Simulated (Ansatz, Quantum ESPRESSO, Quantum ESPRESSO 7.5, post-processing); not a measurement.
**Ballistic transmission: vacuum gap of 3.5 Å between two Ag(100) faces**

Aim: the zero-bias transmission with pwcond for this junction: vacuum gap of 3.5 Å between two Ag(100) faces.

Program: Quantum ESPRESSO 7.5. Level of theory: plane-wave DFT, LDA, GBRV ultrasoft pseudopotentials (cross-check by Ansatz 0.2.0 with PAW datasets). Results are calculated unless marked as measured.

Report form: the programs' logs are mostly left out.

## (1) The structure

The cell holds 16 atoms: 16 Ag. Cell: a = 2.934 Å, b = 2.934 Å, c = 34.625 Å, α = 90.0°, β = 90.0°, γ = 90.0°. It derives from Ag. Regions: left lead, 8 atoms (8 Ag); right lead, 8 atoms (8 Ag). The structure is stacked along c, and the current runs across the ab planes.

## (2) SCF with pw.x

One periodic cell holds a stretch of lead, the junction and more lead; the atoms stay as built.

File scf.in:

```
&control
  prefix = 'scf'
  outdir = './out'
  pseudo_dir = './pseudo'
  calculation = 'scf'
  tprnfor = .true.
/
&system
  ibrav = 0
  nat = 16
  ntyp = 1
  ecutwfc = 40
  ecutrho = 200
  occupations = 'smearing'
  smearing = 'mv'
  degauss = 0.01
/
&electrons
  conv_thr = 1e-07
  mixing_beta = 0.25
  electron_maxstep = 120
  mixing_mode = 'local-TF'
/
ATOMIC_SPECIES
  Ag  107.8682  ag_lda_v1.4.uspp.F.UPF
CELL_PARAMETERS angstrom
  2.93449314192417 0.00000000000000 0.00000000000000
  0.00000000000000 2.93449314192417 0.00000000000000
  0.00000000000000 0.00000000000000 34.62500000000000
ATOMIC_POSITIONS crystal
  Ag  0.000000000000 0.000000000000 0.000000000000
  Ag  0.500000000000 0.500000000000 0.059927797834
  Ag  0.000000000000 0.000000000000 0.119855595668
  Ag  0.500000000000 0.500000000000 0.179783393502
  Ag  0.000000000000 0.000000000000 0.239711191336
  Ag  0.500000000000 0.500000000000 0.299638989170
  Ag  0.000000000000 0.000000000000 0.359566787004
  Ag  0.500000000000 0.500000000000 0.419494584838
  Ag  0.000000000000 0.000000000000 0.520577617329
  Ag  0.500000000000 0.500000000000 0.580505415162
  Ag  0.000000000000 0.000000000000 0.640433212996
  Ag  0.500000000000 0.500000000000 0.700361010830
  Ag  0.000000000000 0.000000000000 0.760288808664
  Ag  0.500000000000 0.500000000000 0.820216606498
  Ag  0.000000000000 0.000000000000 0.880144404332
  Ag  0.500000000000 0.500000000000 0.940072202166
K_POINTS automatic
  8 8 1 0 0 0
```

The run is started by

```bash
> OMP_NUM_THREADS=1 mpirun -n 4 pw.x -nk 4 -in scf.in > scf.out
```

Elapsed: 3 min, on 4 MPI ranks of Arm Neoverse V2, shared host; peak memory 1.5 GiB; 12 min of CPU time.

Read from the output:

- free energy: -64370.6270 eV
- Fermi energy: 14.98 eV

The program's own clock; routines nest. Time by routine:

| routine | wall time (s) | calls |
| --- | --- | --- |
| PWSCF | 177.2 | 1 |
| electrons | 168.7 | 1 |
| c_bands | 150.7 | 11 |
| cegterg | 143.3 | 44 |
| h_psi | 68.38 | 158 |
| fftw | 43.71 | 44628 |
| vloc_psi | 39.15 | 158 |
| calbec | 22.63 | 218 |
| sum_band | 16.14 | 11 |
| add_vuspsi | 14.28 | 158 |
| s_psi | 14.27 | 158 |
| h_psi:calbec | 14.21 | 158 |
| cdiaghg | 6.27 | 154 |
| init_run | 5.83 | 1 |

The run needed 11 iterations to bring the estimated error under 1e-07 Ry; the largest force on any atom, held or free, is 0.19 eV/Å.

## (3) Transmission with pwcond.x

prefixt takes both regions from one run: the lead from 0 to bdl, the scattering region from bdl to bds (units of alat). ikind = 1 puts the same lead on both sides. The program's T_tot counts both spins in a run without spin; the tables below give T per spin.

File cond.in:

```
&inputcond
  outdir = './out'
  prefixt = 'scf'
  tran_file = 'cond.dat'
  bdl = 2.8284271247
  bds = 11.7993119511
  ikind = 1
  ewind = 4.0
  epsproj = 1e-05
  nz1 = 7
  energy0 = 0.4
  denergy = -0.4
/
28
  0.00000000 0.00000000 0.00694444
  0.00000000 0.08333333 0.02777778
  0.00000000 0.16666667 0.02777778
  0.00000000 0.25000000 0.02777778
  0.00000000 0.33333333 0.02777778
  0.00000000 0.41666667 0.02777778
  0.00000000 0.50000000 0.01388889
  0.08333333 0.08333333 0.02777778
  0.08333333 0.16666667 0.05555556
  0.08333333 0.25000000 0.05555556
  0.08333333 0.33333333 0.05555556
  0.08333333 0.41666667 0.05555556
  0.08333333 0.50000000 0.02777778
  0.16666667 0.16666667 0.02777778
  0.16666667 0.25000000 0.05555556
  0.16666667 0.33333333 0.05555556
  0.16666667 0.41666667 0.05555556
  0.16666667 0.50000000 0.02777778
  0.25000000 0.25000000 0.02777778
  0.25000000 0.33333333 0.05555556
  0.25000000 0.41666667 0.05555556
  0.25000000 0.50000000 0.02777778
  0.33333333 0.33333333 0.02777778
  0.33333333 0.41666667 0.05555556
  0.33333333 0.50000000 0.02777778
  0.41666667 0.41666667 0.02777778
  0.41666667 0.50000000 0.02777778
  0.50000000 0.50000000 0.00694444
3
```

The run is started by

```bash
> OMP_NUM_THREADS=1 mpirun -n 4 pwcond.x -in cond.in > cond.out
```

Elapsed: 86 s, on 4 MPI ranks; peak memory 0.26 GiB; 5.8 min of CPU time.

This step gave:

* lead channels at the Fermi level, one spin: 0.9236
* transmission at the Fermi level, one spin: 0.4656
* conductance: 0.4656 G₀

Per spin; mean over the k mesh across the current. Table of open channels, zone mean by energy, zero at the Fermi level:

| energy (eV) | open channels, zone mean |
| --- | --- |
| -0.400 | 0.854 |
| 0.000 | 0.924 |
| 0.400 | 0.951 |

Per spin; mean over the k mesh across the current. Transmission, zone mean against energy, zero at the Fermi level:

| energy (eV) | transmission, zone mean |
| --- | --- |
| -0.400 | 0.422 |
| 0.000 | 0.466 |
| 0.400 | 0.510 |

At 0.000 eV; k in fractions of b1, b2. Transmission by k point:

| k1 | k2 | weight | t | channels |
| --- | --- | --- | --- | --- |
| 0 | 0 | 0.006944 | 0.9929 | 1 |
| 0 | 0.08333 | 0.02778 | 0.9705 | 1 |
| 0 | 0.1667 | 0.02778 | 0.8818 | 1 |
| 0 | 0.25 | 0.02778 | 0.7575 | 1 |
| 0 | 0.3333 | 0.02778 | 0.6415 | 1 |
| 0 | 0.4167 | 0.02778 | 0.5384 | 1 |
| 0 | 0.5 | 0.01389 | 0 | 0 |
| 0.08333 | 0.08333 | 0.02778 | 0.9394 | 1 |
| 0.08333 | 0.1667 | 0.05556 | 0.8444 | 1 |
| 0.08333 | 0.25 | 0.05556 | 0.7239 | 1 |
| 0.08333 | 0.3333 | 0.05556 | 0.6111 | 1 |
| 0.08333 | 0.4167 | 0.05556 | 0.4928 | 1 |
| 0.08333 | 0.5 | 0.02778 | 0.04372 | 2 |
| 0.1667 | 0.1667 | 0.02778 | 0.7517 | 1 |
| 0.1667 | 0.25 | 0.05556 | 0.6377 | 1 |
| 0.1667 | 0.3333 | 0.05556 | 0.5364 | 1 |
| 0.1667 | 0.4167 | 0.05556 | 0.3809 | 1 |
| 0.1667 | 0.5 | 0.02778 | 0.04192 | 2 |
| 0.25 | 0.25 | 0.02778 | 0.5417 | 1 |
| 0.25 | 0.3333 | 0.05556 | 0.4287 | 1 |
| 0.25 | 0.4167 | 0.05556 | 0.249 | 1 |
| 0.25 | 0.5 | 0.02778 | 0 | 0 |
| 0.3333 | 0.3333 | 0.02778 | 0.298 | 1 |
| 0.3333 | 0.4167 | 0.05556 | 0.1484 | 1 |
| 0.3333 | 0.5 | 0.02778 | 0 | 0 |
| 0.4167 | 0.4167 | 0.02778 | 0 | 0 |
| 0.4167 | 0.5 | 0.02778 | 0 | 0 |
| 0.5 | 0.5 | 0.006944 | 0 | 0 |

The program's own clock; routines nest. Time by routine:

| routine | wall time (s) | calls |
| --- | --- | --- |
| PWCOND | 85.86 | 1 |
| scatter_forw | 69.94 | 168 |
| local | 6.94 | 28 |
| compbs | 5.99 | 84 |
| compbs_2 | 4.9 | 84 |
| init | 0.45 | 1 |
| poten | 0.03 | 1 |

At no point does T exceed the number of channels.

## (4) The open system, with ewind = 1.0

How much does a setting matter? One run is repeated with a change.

cond.w.in is the input of step 3 with these lines changed:

```diff
@@ -3,3 +3,3 @@
   prefixt = 'scf'
-  tran_file = 'cond.dat'
+  tran_file = 'cond.w.dat'
   bdl = 2.8284271247
@@ -7,3 +7,3 @@
   ikind = 1
-  ewind = 4.0
+  ewind = 1.0
   epsproj = 1e-05
```

The run is started by

```bash
> OMP_NUM_THREADS=1 mpirun -n 4 pwcond.x -in cond.w.in > cond.w.out
```

Wall time 55 s (4 MPI ranks); peak memory 0.23 GiB; 3.7 min of CPU time.

The changed values were drawn from a wide range, not chosen for quality; the comparison shows what they did here together.

Beside the run it was changed from:

| quantity | this run | unchanged run | difference |
| --- | --- | --- | --- |
| transmission at the Fermi level, one spin | 0.5208 | 0.4656 | 0.055 |
| lead channels at the Fermi level, one spin | 0.9792 | 0.9236 | 0.056 |
| wall time (s) | 55 | 86 |  |

Over all energies T moves by up to 0.055, at -0.4 eV.

The physical values in this table move by up to 12 %.

## (5) Cross-check with Ansatz

As a check, the same structure is run in Ansatz.

Level of this step: plane-wave DFT, LDA, Ansatz PAW (Ansatz 0.2.0).

File input.yaml:

```yaml
crystal:
  lattice:
    - [2.9344931419, 0.0, 0.0]
    - [0.0, 2.9344931419, 0.0]
    - [0.0, 0.0, 34.625]
  atoms:
    - { symbol: Ag, position: [0.0, 0.0, 0.0] }
    - { symbol: Ag, position: [0.5, 0.5, 0.0599277978] }
    - { symbol: Ag, position: [0.0, 0.0, 0.1198555957] }
    - { symbol: Ag, position: [0.5, 0.5, 0.1797833935] }
    - { symbol: Ag, position: [0.0, 0.0, 0.2397111913] }
    - { symbol: Ag, position: [0.5, 0.5, 0.2996389892] }
    - { symbol: Ag, position: [0.0, 0.0, 0.359566787] }
    - { symbol: Ag, position: [0.5, 0.5, 0.4194945848] }
    - { symbol: Ag, position: [0.0, 0.0, 0.5205776173] }
    - { symbol: Ag, position: [0.5, 0.5, 0.5805054152] }
    - { symbol: Ag, position: [0.0, 0.0, 0.640433213] }
    - { symbol: Ag, position: [0.5, 0.5, 0.7003610108] }
    - { symbol: Ag, position: [0.0, 0.0, 0.7602888087] }
    - { symbol: Ag, position: [0.5, 0.5, 0.8202166065] }
    - { symbol: Ag, position: [0.0, 0.0, 0.8801444043] }
    - { symbol: Ag, position: [0.5, 0.5, 0.9400722022] }
kpoints:
  mp_grid: { grid: [8, 8, 1] }
hamiltonian:
  xc: lda
scf:
  occupations: { method: fermi_dirac, width: 0.1 }
  convergence: { dr2_threshold: 1.0e-08 }
output:
  transmission: { leads: [[0, 2]], e_range: [-0.4, 0.4], de: 0.4, kmesh: [12, 12] }
  write_potential: true
  write_density: true
  volumetric_format: npy
  elf: true
```

The run is started by

```bash
> ansatz run input.yaml --threads 4 --pin off --max-ram 8192MiB --backend cpu --events-out ev --progress --plain --runs-dir out
```

It took 20 s on 4 threads; peak memory 1.4 GiB; 78 s of CPU time.

Numbers from this step:

```
free energy                                  : -119328.1700 eV
energy at zero smearing                      : -119328.0969 eV
smearing term TS                             : 0.1463 eV
Fermi energy                                 : 15.00 eV
symmetry operations                          : 16
transmission at the Fermi level, one spin    : 0.4662
step of the lead's Hamiltonian over a period : 9.7 meV
```

Per spin; mean over the k mesh across the current. The transmission, zone mean by energy, zero at the Fermi level:

| energy (eV) | transmission, zone mean |
| --- | --- |
| -0.400 | 0.423 |
| 0.000 | 0.466 |
| 0.400 | 0.511 |

Per spin; mean over the k mesh across the current. The open channels, zone mean by energy, zero at the Fermi level:

| energy (eV) | open channels, zone mean |
| --- | --- |
| -0.400 | 0.896 |
| 0.000 | 0.924 |
| 0.400 | 0.951 |

Electrostatic potential energy in the ca plane at fractional y = 0.000, with atoms of Ag within 0.2 Å of it. With pseudopotentials it is smooth inside the atoms' cores, unlike the true potential.

Ten even steps from '0' (-25 eV) to '9' (20 eV), each cell a mean:
```
69999973001589999999984000489999851002799999
89999985324799999999986323699999974235899999
99999998777999999999998767899999998778999999
99999999999999999999999999999999999999999999
99999999888999999999999888999999998889999999
89999997546899999999997545799999986457999999
79999984102589999999985101589999962013799999
69999972000489999999973000379999841002699999
```
Columns run along c (16.0 Å, from fractional 0.27 to 0.73 of the cell; values clipped at the 3rd and 97th percentile), rows up along a (2.9 Å). Atoms in or near the plane, at fractional coordinates: Ag at (0.36, 0.00), Ag at (0.52, 0.00), Ag at (0.64, 0.00).

ELF in the ca plane at fractional y = 0.000, with atoms of Ag within 0.2 Å of it. It is the smooth field of the valence electrons, not physical close to the nuclei.

Ten even steps from '0' (0.08) to '9' (0.83), each cell a mean:
```
21101125786311100000024787411001136885211011
11111113554211100000012454211111124553111111
11111111221111110000001222111111111221111111
11111111111111111000001111111111111111111111
11111111111111110000001111111111111111111111
11111112343111100000012343111111112432111111
21111114675311100000014676311001125764111111
31101125897411000000025898421001147996210001
```
Columns run along c (16.0 Å, from fractional 0.27 to 0.73 of the cell), rows up along a (2.9 Å). Atoms in or near the plane, at fractional coordinates: Ag at (0.36, 0.00), Ag at (0.52, 0.00), Ag at (0.64, 0.00).

Ansatz finds T = 0.466 against pwcond's 0.466.

## (6) All levels side by side

All levels:

| step | T at the Fermi level (per spin) | conductance (G0) | r.m.s. T(E) from the first | CPU time of the step (s) | peak memory (GiB) |
| --- | --- | --- | --- | --- | --- |
| Ansatz | 0.4662 | - | 0 | 77.95 | 1.395 |
| pwcond | 0.4656 | 0.4656 | 0.001003 | 345.2 | 0.26 |
| pwcond, changed setting | 0.5208 | 0.5208 | 0.05427 | 220.6 | 0.23 |

Per spin; mean over the k mesh across the current. Table of transmission, zone mean by energy, zero at the Fermi level:

| energy (eV) | Ansatz | pwcond | pwcond, changed setting |
| --- | --- | --- | --- |
| -0.400 | 0.423 | 0.422 | 0.477 |
| 0.000 | 0.466 | 0.466 | 0.521 |
| 0.400 | 0.511 | 0.510 | 0.565 |

## (7) A check by hand

The Landauer sum over the mesh, Σ w T = 0.0556 × 0.844 + 0.0556 × 0.724 + 0.0556 × 0.638 + … = 0.4656.

G = 0.466 × 77.48 µS = 36.1 µS a cell. Times the area of 8.611 Å², the resistance-area product is A/G = 2.39 fΩ m², the leads' contact resistance included.

Free electrons at 1 an atom (4 atoms in 71.5 Å³) have k_F = 1.183 1/Å and offer A k_F²/4π = 0.96 channels per spin; the lead has 0.92 on this mesh.

## (8) What came out

| Item | Value |
| --- | --- |
| conductance from T at the Fermi level, a cell (G₀ = 2e²/h) | 0.466 G₀ |
| conductance per area | 419 S/μm² |
| lead channels per spin | 0.92 |
| the same conductance by Ansatz | 0.466 G₀ |

**Reading.** The junction conducts 0.466 G₀ a cell at the Fermi level (LDA, GBRV ultrasoft). At the Fermi level the junction passes 50 % of what the leads offer. At the Fermi level pwcond and Ansatz differ by 0.13 %, a close match. The mean rests on 28 distinct points, the heaviest weighing 0.06, and the mesh was not tested, so even the second digit is unsure. Over -0.4 to 0.4 eV, T lies between 0.42 and 0.51 per spin. The geometry is as built, not relaxed, and the leads are short. Semilocal functionals lack the image potential in a vacuum gap.

[Logs are printed without paths, hosts, clocks, repeated set-up lines and the standing remarks that a program may print on its own settings, such as how far it seeks lower states.]

[Hosts, paths, dates, database ids (printed as entryN), source tags and the programs' standing remarks are cut or masked in the printed files.]

[Maps of the electrostatic potential energy from Ansatz leave out the sawtooth potential of an applied field or a dipole correction, so their vacuum need not be flat; planar profiles and work functions include it.]
